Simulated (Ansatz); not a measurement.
# LiBe (Pm-3m): a soft mode frozen in, part 2 of 2

Which phase does LiBe (Pm-3m) fall into along its unstable mode, and how much energy does it gain?

Ansatz 0.2.0; DFT PBEsol, scalar-relativistic, plane waves, PAW; PAW set soft_1.

So far, highest frequency on the path or at a solved wavevector (cm⁻¹): step 2 (the dispersion) 560. Also lowest frequency on the path (cm⁻¹): step 2 -91.6.

## Step 6: Relaxation from the frozen mode

Starting from the lowest point found, all atoms and the cell are let go, so that strain and other modes of the same symmetry can join in.

File input.yaml:

```yaml
crystal:
  lattice:
    - [-2.8019923598, 0.0, 0.0]
    - [0.0, -2.8019923598, -2.8019923598]
    - [0.0, -2.8019923598, 2.8019923598]
  atoms:
    - { symbol: Li, position: [0.0, 0.4509718221, 0.5] }
    - { symbol: Li, position: [0.0, 1.0490281779, 1.0] }
    - { symbol: Be, position: [0.5, -0.080754742, 0.5] }
    - { symbol: Be, position: [0.5, 0.580754742, 0.0] }
kpoints:
  mp_grid: { grid: [16, 10, 10] }
hamiltonian:
  xc: pbesol
  pseudopotentials: { kind: paw, azcp: { folder: soft_1 }, xc_functional: pbe }
scf:
  occupations: { method: methfessel_paxton, width: 0.2 }
output:
  forces: true
  stress: true
  eigenvalues: true
relax:
  adjacent_minimum: "off"
  f_tol: 0.002
  max_steps: 120
  cell: { stress_tol: 0.03 }
```

Command:

```
> ansatz run input.yaml --threads 4 --pin off --max-ram 10240MiB --backend cpu --events-out ev --progress --plain --runs-dir out
```

Numbers of over 12 decimals in the logs are rounded to 6 here.

The log of the run:

```text
[...]
Crystal: 4 atoms, lattice volume = 43.998 Å³
Basis set: ecut = 420 eV, 865 PW (Γ), exchange–correlation on 40×54×54 points (8 copies of the dense FFT grid, shifted against one another)
Bands: 9, of which v1, the nominal top of the filled ones, is band 5 counted from 1 (4 counted from 0)
Symmetry: 8 space group operations
[...]
k-points: 324 of 1600
[...]
SCF iter   1: F=—  HF=-585.293706 eV  |F-HF|=—  |Δ(HF+E_count)|=         —  Δρ=1.21e-2  dr2=9.58e-2  ethr=3.10e-3  ⟨swp⟩=5.1  Hψ=18537  notcnv=0
[...]
SCF iter   6: F=-585.226704 eV  HF=-585.226704 eV  |F-HF|=3.62e-8  |Δ(HF+E_count)|=   2.75e-7  S|Δr|=    0.00e0  Δρ=9.96e-6  dr2=7.37e-8  ethr=1.00e-9  ⟨swp⟩=5.2  Hψ=14046  notcnv=0
SCF 1 converged in 6 iterations: F = -585.226704 eV  dr2 = 7.37e-8
[...]
relax step   1: F+E_penalty+E_count = -585.22670424 eV  Δ(F+E_penalty+E_count) = +0.000e0 eV  max|allowed force component| = 4.793e-2 eV/Å  Δτ_max = 0.0000 Å  P = +1.349 GPa  Ω = 43.998 Å³  (6 SCF iters, dr2 threshold 1.00e-7 eV, accepted)
Crystal: 4 atoms, lattice volume = 44.589 Å³
Basis set: ecut = 420 eV, 877 PW (Γ), exchange–correlation on 40×54×54 points (8 copies of the dense FFT grid, shifted against one another)
[...]
iter 1 solved again at ethr=3.59e-5 eV; its pass at ethr=3.10e-3 eV (dr2=3.59e-3 eV) is discarded
[...]
SCF iter   4: F=-585.282599 eV  HF=-585.282598 eV  |F-HF|=1.35e-7  |Δ(HF+E_count)|=   1.23e-5  S|Δr|=    0.00e0  Δρ=2.48e-5  dr2=1.22e-7  ethr=4.00e-9  ⟨swp⟩=3.4  Hψ=11386  notcnv=0
SCF 2 converged in 4 iterations: F = -585.282599 eV  dr2 = 1.22e-7
relax step   2: F+E_penalty+E_count = -585.28259856 eV  Δ(F+E_penalty+E_count) = -5.589e-2 eV  max|allowed force component| = 5.918e-2 eV/Å  Δτ_max = 0.0173 Å  P = +0.573 GPa  Ω = 44.589 Å³  energy of the carried Pulay correction = -3.087e-5 eV  (4 SCF iters, dr2 threshold 4.00e-7 eV, accepted)
Crystal: 4 atoms, lattice volume = 44.796 Å³
Basis set: ecut = 420 eV, 875 PW (Γ), exchange–correlation on 40×54×54 points (8 copies of the dense FFT grid, shifted against one another)
[...]
SCF iter   5: F=-585.394106 eV  HF=-585.394106 eV  |F-HF|=1.15e-9  |Δ(HF+E_count)|=   1.43e-6  S|Δr|=    0.00e0  Δρ=5.17e-6  dr2=5.53e-9  ethr=4.00e-9  ⟨swp⟩=5.8  Hψ=16515  notcnv=0
SCF 3 converged in 5 iterations: F = -585.394106 eV  dr2 = 5.53e-9
relax step   3: F+E_penalty+E_count = -585.39410605 eV  Δ(F+E_penalty+E_count) = -1.115e-1 eV  max|allowed force component| = 1.143e-1 eV/Å  Δτ_max = 0.0818 Å  P = +0.334 GPa  Ω = 44.796 Å³  energy of the carried Pulay correction = -4.157e-5 eV  (5 SCF iters, dr2 threshold 4.00e-7 eV, accepted)
[... from here on, the SCF cycles and remarks between the steps are left out ...]
relax step   4: F+E_penalty+E_count = -585.54285189 eV  Δ(F+E_penalty+E_count) = -1.487e-1 eV  max|allowed force component| = 9.767e-2 eV/Å  Δτ_max = 0.1034 Å  P = +0.702 GPa  Ω = 44.205 Å³  energy of the carried Pulay correction = -1.084e-5 eV  (5 SCF iters, dr2 threshold 4.00e-7 eV, accepted)
relax step   5: F+E_penalty+E_count = -585.61109692 eV  Δ(F+E_penalty+E_count) = -6.825e-2 eV  max|allowed force component| = 1.620e-1 eV/Å  Δτ_max = 0.0864 Å  P = +0.529 GPa  Ω = 43.504 Å³  energy of the carried Pulay correction = +2.611e-5 eV  (6 SCF iters, dr2 threshold 4.00e-7 eV, accepted)
relax step   6: F+E_penalty+E_count = -585.55564442 eV  Δ(F+E_penalty+E_count) = +5.545e-2 eV  max|allowed force component| = 3.020e-1 eV/Å  Δτ_max = 0.0650 Å  P = +0.960 GPa  Ω = 43.733 Å³  energy of the carried Pulay correction = +1.398e-5 eV  (5 SCF iters, dr2 threshold 4.00e-7 eV, rejected (line search))
relax step   7: F+E_penalty+E_count = -585.62533555 eV  Δ(F+E_penalty+E_count) = -1.424e-2 eV  max|allowed force component| = 7.039e-2 eV/Å  Δτ_max = 0.0285 Å  P = +0.447 GPa  Ω = 43.751 Å³  energy of the carried Pulay correction = +1.303e-5 eV  (7 SCF iters, accepted)
relax step   8: F+E_penalty+E_count = -585.62377986 eV  Δ(F+E_penalty+E_count) = +1.556e-3 eV  max|allowed force component| = 1.112e-1 eV/Å  Δτ_max = 0.0307 Å  P = -0.195 GPa  Ω = 44.282 Å³  energy of the carried Pulay correction = -1.486e-5 eV  (5 SCF iters, dr2 threshold 4.00e-7 eV, rejected (line search))
relax step   9: F+E_penalty+E_count = -585.62949621 eV  Δ(F+E_penalty+E_count) = -4.161e-3 eV  max|allowed force component| = 1.227e-2 eV/Å  Δτ_max = 0.0154 Å  P = +0.158 GPa  Ω = 44.050 Å³  energy of the carried Pulay correction = -2.750e-6 eV  (8 SCF iters, accepted)
relax step  10: F+E_penalty+E_count = -585.62998628 eV  Δ(F+E_penalty+E_count) = -4.901e-4 eV  max|allowed force component| = 2.043e-3 eV/Å  Δτ_max = 0.0041 Å  P = -0.046 GPa  Ω = 44.258 Å³  energy of the carried Pulay correction = -1.361e-5 eV  (4 SCF iters, dr2 threshold 4.00e-7 eV, accepted)
relax step  11: F+E_penalty+E_count = -585.63000840 eV  Δ(F+E_penalty+E_count) = -2.212e-5 eV  max|allowed force component| = 9.232e-5 eV/Å  Δτ_max = 0.0004 Å  P = -0.003 GPa  Ω = 44.216 Å³  energy of the carried Pulay correction = -1.145e-5 eV  (3 SCF iters, dr2 threshold 3.78e-8 eV, accepted)
relax step  12: F+E_penalty+E_count = -585.63273624 eV  Δ(F+E_penalty+E_count) = -2.728e-3 eV  max|allowed force component| = 1.240e-4 eV/Å  Δτ_max = 0.0000 Å  P = +0.064 GPa  Ω = 44.216 Å³  stress off target by 1.80e-1 GPa  SCF on the basis re-selected at this cell (its energy is not comparable with the rows above)  (6 SCF iters)
relax step  13: F+E_penalty+E_count = -585.63261820 eV  Δ(F+E_penalty+E_count) = +1.180e-4 eV  max|allowed force component| = 1.103e-2 eV/Å  Δτ_max = 0.0008 Å  P = -0.127 GPa  Ω = 44.391 Å³  energy of the carried Pulay correction = -9.376e-6 eV  (4 SCF iters, dr2 threshold 8.14e-8 eV, rejected (line search))
relax step  14: F+E_penalty+E_count = -585.63278696 eV  Δ(F+E_penalty+E_count) = -5.071e-5 eV  max|allowed force component| = 3.207e-6 eV/Å  Δτ_max = 0.0006 Å  P = +0.004 GPa  Ω = 44.276 Å³  energy of the carried Pulay correction = -3.209e-6 eV  (5 SCF iters, accepted)
[...]
SCF iter   4: F=-585.632790 eV  HF=-585.632790 eV  |F-HF|=5.68e-13  |Δ(HF+E_count)|=  1.78e-10  S|Δr|=    0.00e0  Δρ=1.46e-7  dr2=4.98e-12  ethr=1.00e-12  ⟨swp⟩=4.2  Hψ=8675  notcnv=0
SCF 15 converged in 4 iterations: F = -585.632790 eV  dr2 = 4.98e-12
relax step  15: F+E_penalty+E_count = -585.63278967 eV  Δ(F+E_penalty+E_count) = -2.717e-6 eV  max|allowed force component| = 3.004e-6 eV/Å  Δτ_max = 0.0000 Å  P = +0.004 GPa  Ω = 44.276 Å³  stress off target by 1.53e-2 GPa  SCF on the basis re-selected at this cell (its energy is not comparable with the rows above)  (4 SCF iters)
[...]
SCF converged after 4 iterations
[...]
Free energy (F): -585.632790 eV
[...]
Internal energy: -585.630802 eV  (E = F + TS)
E sigma→0 (E₀):  -585.632293 eV
Entropy (-TS):   -0.001988 eV (-0.497 meV/atom)
Fermi energy:    3.834942 eV
[...]
--- Stress (GPa, compression-positive) ---
       -0.000513       0.000000      -0.000000
        0.000000       0.006685       0.008659
       -0.000000       0.008659       0.006685
  P = ⅓ Tr σ = 0.0043 GPa (0.043 kbar)
--- Band table (eV; the first three rows and the last of 324) ---
[...]
--- Relaxed structure (13 steps of the walk, 10 accepted, 2 SCFs on fresh bases) ---
  F+E_penalty+E_count = -585.63278967 eV   max|allowed force component| = 3.004e-6 eV/Å   (the final SCF, on the basis selected at the relaxed cell)
  cell:  # Å, volume = 44.2764 Å³
    - [-2.300550, 0, 0]
    - [0, -3.402574, -3.402574]
    - [0, -2.828152, 2.828152]
  atoms:
    - { symbol: Li, position: [0, 0.393789, 0.500000] }
    - { symbol: Li, position: [0, 1.106211, 1.000000] }
    - { symbol: Be, position: [0.500000, -0.138516, 0.5] }
    - { symbol: Be, position: [0.500000, 0.638516, 0.0] }
```

Wall time 38 s (4 threads of Arm Neoverse V1, shared host); peak memory 0.45 GiB; 2.4 min of CPU time.

Relaxation path:

| step | energy less that of the first step (eV) | largest force component (eV/Å) | pressure (GPa) | volume (Å³) |
| --- | --- | --- | --- | --- |
| 1 | 0.0000 | 0.0479 | 1.35 | 44.00 |
| 2 | -0.0559 | 0.0592 | 0.57 | 44.59 |
| 3 | -0.1674 | 0.1143 | 0.33 | 44.80 |
| 4 | -0.3161 | 0.0977 | 0.70 | 44.20 |
| 5 | -0.3844 | 0.1620 | 0.53 | 43.50 |
| 6 | -0.3289 | 0.3020 | 0.96 | 43.73 |
| 7 | -0.3986 | 0.0704 | 0.45 | 43.75 |
| 8 | -0.3971 | 0.1112 | -0.20 | 44.28 |
| 9 | -0.4028 | 0.0123 | 0.16 | 44.05 |
| 10 | -0.4033 | 0.0020 | -0.05 | 44.26 |
| 11 | -0.4033 | 0.0001 | 0.00 | 44.22 |
| 12* | -0.4060 | 0.0001 | 0.06 | 44.22 |
| 13 | -0.4059 | 0.0110 | -0.13 | 44.39 |
| 14 | -0.4061 | 0.0000 | 0.00 | 44.28 |
| 15* | -0.4061 | 0.0000 | 0.00 | 44.28 |

Relaxation steps marked * repeat the geometry before them on a plane-wave basis chosen anew for their cell, so energy and pressure can jump there. Relaxation steps 6, 8, 13 were tried and not accepted.

Forces are held to the 8 operations that the run works with; a distortion that breaks them can't arise in this run.

| cell as run | before | after | change |
| --- | --- | --- | --- |
| a (Å) | 2.802 | 2.301 | -17.9 % |
| b (Å) | 3.963 | 4.812 | +21.4 % |
| c (Å) | 3.963 | 4.000 | +0.9 % |
| volume (Å³/atom) | 11.00 | 11.07 | +0.6 % |

The atoms that moved most (Å, as changes of fractional coordinates times the final cell):

| atom | dx | dy | dz | length |
| --- | --- | --- | --- | --- |
| Be3 | 0.000 | 0.197 | 0.197 | 0.278 |
| Be4 | 0.000 | -0.197 | -0.197 | 0.278 |
| Li2 | 0.000 | -0.195 | -0.195 | 0.275 |
| Li1 | 0.000 | 0.195 | 0.195 | 0.275 |

This step gave:

```
pressure        : 0.004285 GPa
volume per atom : 11.07 Å³
```

The distorted start has space group Pmma; the relaxation ends in Pmma.

## Step 7: The new phase in its own primitive cell

The relaxed structure is symmetrised, reduced to its primitive cell and relaxed tightly, as its phonons need.

input.yaml, the sections that differ from step 6:

```yaml
crystal:
  lattice:
    - [3.9996110279, 0.0, 0.0]
    - [0.0, 2.300550041, 0.0]
    - [0.0, 0.0, 4.8119658447]
  atoms:
    - { symbol: Li, position: [0.25, 0.0, 0.1437888913] }
    - { symbol: Li, position: [0.75, 0.0, 0.8562111087] }
    - { symbol: Be, position: [0.25, 0.5, 0.6114840458] }
    - { symbol: Be, position: [0.75, 0.5, 0.3885159542] }
kpoints:
  mp_grid: { grid: [10, 18, 10] }
relax:
  adjacent_minimum: "off"
  f_tol: 0.001
  max_steps: 60
  cell: { stress_tol: 0.01 }
# hamiltonian, scf, output: as in step 6
```

The log of the run:

```text
[...]
Crystal: 4 atoms, lattice volume = 44.276 Å³
Basis set: ecut = 420 eV, 851 PW (Γ), exchange–correlation on 54×32×72 points (8 copies of the dense FFT grid, shifted against one another)
Bands: 9, of which v1, the nominal top of the filled ones, is band 5 counted from 1 (4 counted from 0)
Symmetry: 8 space group operations
[...]
k-points: 360 of 1800
[...]
--- Relaxed structure (3 steps of the walk, 3 accepted, 1 SCFs on fresh bases) ---
[...]
cell:  # Å, volume = 44.2418 Å³
    - [4.002992, 0, 1.4194540254166322e-19]
    - [0, 2.300230, 0]
    - [1.7077571395769056e-19, 0, 4.804822]
  atoms:
    - { symbol: Li, position: [0.25, 0, 0.143637] }
    - { symbol: Li, position: [0.75, 0, 0.856363] }
    - { symbol: Be, position: [0.25, 0.500000, 0.611800] }
    - { symbol: Be, position: [0.75, 0.500000, 0.388200] }
[key lines of the parts left out:]
SCF converged after 4 iterations
Free energy (F): -585.634229 eV
Fermi energy:    3.853143 eV
P = ⅓ Tr σ = 0.0019 GPa (0.019 kbar)
```

It took 11 s on 4 threads; peak memory 0.47 GiB; 40 s of CPU time.

Step by step:

| step | energy less that of the first step (eV) | largest force component (eV/Å) | pressure (GPa) | volume (Å³) |
| --- | --- | --- | --- | --- |
| 1 | 0.0000 | 0.0030 | -0.02 | 44.28 |
| 2 | 0.0000 | 0.0030 | 0.00 | 44.25 |
| 3 | 0.0000 | 0.0003 | 0.00 | 44.24 |
| 4* | 0.0000 | 0.0003 | 0.00 | 44.24 |

Relaxation steps marked * repeat the geometry before them on a plane-wave basis chosen anew for their cell, so energy and pressure can jump there.

Forces are held to the 8 operations that the run works with; a distortion that breaks them can't arise in this run.

| conventional cell, symmetrised | before | after | change |
| --- | --- | --- | --- |
| a (Å) | 4.000 | 4.003 | +0.1 % |
| b (Å) | 2.301 | 2.300 | -0.0 % |
| c (Å) | 4.812 | 4.805 | -0.1 % |
| volume (Å³/atom) | 11.07 | 11.06 | -0.1 % |

The relaxed structure:

```cif
data_structure
_symmetry_space_group_name_H-M 'P 1'
_symmetry_Int_Tables_number 1
_cell_length_a 4.0030
_cell_length_b 2.3002
_cell_length_c 4.8048
_cell_angle_alpha 90.000
_cell_angle_beta 90.000
_cell_angle_gamma 90.000
_cell_volume 44.24
loop_
_atom_site_label
_atom_site_type_symbol
_atom_site_fract_x
_atom_site_fract_y
_atom_site_fract_z
_atom_site_occupancy
Li1 Li 0.25000 0.00000 0.14364 1
Li2 Li 0.75000 0.00000 0.85636 1
Be3 Be 0.25000 0.50000 0.61180 1
Be4 Be 0.75000 0.50000 0.38820 1
```

This step gave:

```yaml
pressure: 0.001914 GPa
volume_per_atom: 11.06 Å³
```

The largest force component left is 0.26 meV/Å and the pressure is 0.002 GPa, within the tolerances set. The cell now holds 11.06 Å³/atom.

## Step 8: Modes of the new phase, k-mesh 10×18×10

A relaxed structure may still be a saddle point, so its zone-centre modes are computed. No field response is asked, since the mesh shows no gap.

input.yaml, the sections that differ from step 7:

```yaml
crystal:
  lattice:
    - [4.0029917923, 0.0, 0.0]
    - [0.0, 2.3002298331, 0.0]
    - [0.0, 0.0, 4.8048219967]
  atoms:
    - { symbol: Li, position: [0.25, 0.0, 0.1436367237] }
    - { symbol: Li, position: [0.75, 0.0, 0.8563632763] }
    - { symbol: Be, position: [0.25, 0.5, 0.611800186] }
    - { symbol: Be, position: [0.75, 0.5, 0.388199814] }
output:
  eigenvalues: true
phonons:
  method: dfpt
# kpoints, hamiltonian, scf: as in step 7
# relax: removed
```

The log of the run:

```text
zone centre: on kpoints.mp_grid the ground state, and the responses unless they are solved on pairs of k-points, stand on 360 of the mesh's 1800 k-points, reduced under 4 symmetry operations, with k and −k counted as one. Each operation leaves every solved displacement unchanged or reverses it
[...]
Crystal: 4 atoms, lattice volume = 44.242 Å³
Basis set: ecut = 420 eV, 851 PW (Γ), exchange–correlation on 60×32×72 points (8 copies of the dense FFT grid, shifted against one another)
Bands: 9, of which v1, the nominal top of the filled ones, is band 5 counted from 1 (4 counted from 0)
Symmetry: 8 space group operations
k-points: 360 of 1800 (irreducible under 4 space group operations, time reversal used)
[...]
SCF iter   1: F=—  HF=-585.688381 eV  |F-HF|=—  |Δ(HF+E_count)|=         —  Δρ=9.07e-3  dr2=7.57e-2  ethr=3.10e-3  ⟨swp⟩=5.1  Hψ=20853  notcnv=0
[...]
SCF iter   8: F=-585.634229 eV  HF=-585.634229 eV  |F-HF|=2.50e-12  |Δ(HF+E_count)|=  3.92e-11  S|Δr|=    0.00e0  Δρ=8.02e-8  dr2=4.98e-12  ethr=1.00e-12  ⟨swp⟩=4.0  Hψ=12926  notcnv=0
SCF 1 converged in 8 iterations: F = -585.634229 eV  dr2 = 4.98e-12
[...]
DFPT response loops at Γ: preconditioner auto → Kerker (q_TF=auto, 2.129 Å⁻¹) (partly filled bands, converged f_vac=0.000); β = 1.00, the filter's whole step (`scf.mixing.beta` (0.50) is not read by the response loops under this deck's `scf.mixing.preconditioner`; to damp them name `kerker` or `kerker_dos`, under which they read `scf.mixing.beta`, and type it under 1.00, their step now; both keys bind the ground state too); Broyden in place of MSR1
SCF converged after 8 iterations
[...]
Free energy (F): -585.634229 eV
[...]
Internal energy: -585.634887 eV  (E = F + TS)
E sigma→0 (E₀):  -585.634393 eV
Entropy (-TS):   0.000658 eV (0.165 meV/atom)
Fermi energy:    3.853143 eV
[...]
--- Band table (eV; the first three rows and the last of 360) ---
[...]
--- Phonons (Γ-DFPT): 6 representative perturbations + reference, on 360 of 1800 k-points (Σ response iterations 18) ---
  k mesh reduced under 4 symmetry operations, with k and −k counted as one. Each operation leaves every solved displacement unchanged or reverses it
  ASR residual: 4.214e-5 → 0.000e0 eV/Å²; symmetrization residual: 1.968e-7 eV/Å²
  ASR residual per site (eV/Å²): 1.27e-5 1.27e-5 4.21e-5 4.21e-5
  Γ frequencies (cm⁻¹): -310.37 0.00 0.00 0.00 202.75 323.11 366.93 396.57 416.40 422.83 456.29 548.34
  non-analytic LO–TO correction: not included (Born effective charges unavailable; polar crystals: no LO–TO splitting at Γ)
```

Wall time 20 s (4 threads); peak memory 0.81 GiB; 76 s of CPU time.

Numbers from this step:

```
sum-rule residual before enforcement                    : 4.21e-5 eV/Å²
point group                                             : mmm
highest optical mode at the zone centre (no LO-TO term) : 548.3 cm⁻¹
lowest optical zone-centre mode                         : -310.4 cm⁻¹
```

Patterns of degenerate modes are one choice out of their space. Modes at Γ, with each element's share of the kinetic energy (negative means imaginary):

| mode | frequency (cm⁻¹) | symmetry | Li % | Be % |
| --- | --- | --- | --- | --- |
| 1 | -310.4 | B3g | 1 | 99 |
| 2 | 0.0 | acoustic | 43 | 57 |
| 3 | 0.0 | acoustic | 44 | 56 |
| 4 | 0.0 | acoustic | 44 | 56 |
| 5 | 202.8 | B3g | 99 | 1 |
| 6 | 323.1 | B2u | 56 | 44 |
| 7 | 366.9 | Ag | 32 | 68 |
| 8 | 396.6 | B3u | 56 | 44 |
| 9 | 416.4 | B2g | 62 | 38 |
| 10 | 422.8 | B1u | 56 | 44 |
| 11 | 456.3 | Ag | 68 | 32 |
| 12 | 548.3 | B2g | 38 | 62 |

Displacements in mode 1 (-310.4 cm⁻¹), the largest set to 1:
```
Li1  0.00 -0.09  0.00
Li2  0.00  0.09  0.00
Be3  0.00  1.00  0.00
Be4  0.00 -1.00  0.00
```

Displacements in mode 9 (416.4 cm⁻¹), the largest set to 1:
```
Li1  1.00  0.00  0.00
Li2 -1.00  0.00  0.00
Be3 -0.69  0.00  0.00
Be4  0.69  0.00  0.00
```

Before it was imposed, the acoustic sum rule was missed by 4.2e-5 eV/Å². Small misses are needed for a sound result but don't prove that mesh and cutoff are converged. The lowest optical mode is imaginary, 310.4i cm⁻¹, so the energy falls along it.

## Step 9: Results

```json
{
  "unstable mode of the parent": "q = (0, -0.5, -0.5), 92i cm⁻¹",
  "depth at the lowest point sampled": "3.92 meV/atom",
  "largest atomic shift at that point": "0.32 Å",
  "space group reached (within 0.01 Å)": "Pmma",
  "energy gained over the parent (first relaxation, on the mesh of the frozen mode)": "105 meV/atom",
  "volume per atom, phase reached": "11.1 Å³",
  "lowest optical zone-centre mode, phase reached": "-310 cm⁻¹",
  "highest optical mode at the zone centre (no LO-TO term), phase reached": "548 cm⁻¹"
}
```

Along this mode the structure falls into Pmma, 105 meV/atom below the parent. At the parent's cell the well is 3.925 meV/atom deep on the steps tried, with its lowest point at a shift of 0.32 Å. Relaxing atoms and cell changes the gain by +101.43 meV/atom against the lowest step (energies at zero smearing). Most of the total comes from this relaxation. The new phase still has an imaginary mode at the zone centre of its cell, so it is a saddle point on the way to a lower structure. Of the 4 patterns followed to their end from this parent, this one reaches the lowest energy. Each path keeps the symmetry of its pattern, so a lower phase may lie along a pattern not tried. With no gap, or one that is small against the smearing, the frequencies hang on the k mesh and the smearing, most of all near Kohn anomalies. The phonon runs are without spin polarisation, although the cell has an odd electron count. The PAW files were made for PBE and serve the other functionals too. A phonon run warned that its eigensolver left some bands unconverged in a pass.

[Logs are printed without paths, hosts, clocks, repeated set-up lines and the standing remarks that a program may print on its own settings, such as how far it seeks lower states.]

[Hosts, paths, dates, database ids (printed as entryN), source tags and the programs' standing remarks are cut or masked in the printed files.]
